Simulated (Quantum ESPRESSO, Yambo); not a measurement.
An input for Quantum ESPRESSO 7.5 (SnO2 (Cassiterite)):

```
&control
  calculation = 'nscf'
  prefix = 'x'
  outdir = 'o'
  pseudo_dir = 'pseudo'
/
&system
  ibrav = 0
  nat = 6
  ntyp = 2
  ecutwfc = 84.0
  nbnd = 139
  force_symmorphic = .true.
/
&electrons
  conv_thr = 1e-9
  electron_maxstep = 80
  diago_full_acc = .true.
  diago_thr_init = 5e-6
/
ATOMIC_SPECIES
  Sn 118.71 Sn.upf
  O 15.999 O.upf
CELL_PARAMETERS angstrom
  4.8327600000 0.0000000000 0.0000000000
  0.0000000000 4.8327600000 0.0000000000
  0.0000000000 0.0000000000 3.2502300000
ATOMIC_POSITIONS crystal
  Sn 0.0000000000 0.0000000000 0.0000000000
  Sn 0.5000000000 0.5000000000 0.5000000000
  O 0.3071000000 0.3071000000 0.0000000000
  O 0.1929000000 0.8071000000 0.5000000000
  O 0.6929000000 0.6929000000 0.0000000000
  O 0.8071000000 0.1929000000 0.5000000000
K_POINTS automatic
  4 4 4 0 0 0
```

```sh
OMP_NUM_THREADS=1 mpirun -n 8 pw.x -nk 4 -in pw.in > pw.out
```

**Question.** How long will it take on 8 MPI ranks of Arm Neoverse V1, shared host, and how much memory?

It took 33 s; on shared hardware allow 17 s to 67 s. Peak host memory was 0.72 GiB.

[Paths, hosts, dates, memory and timing lines, banners, echoed tables and standing remarks are left out of the program output.]

[Logs are printed without paths, hosts, clocks, repeated set-up lines and the standing remarks that a program may print on its own settings, such as how far it seeks lower states.]

[Runs of the session that timed out or met a known fault of the program may be left out.]

[Hosts, paths, dates, database ids (printed as entryN), source tags and the programs' standing remarks are cut or masked in the printed files.]
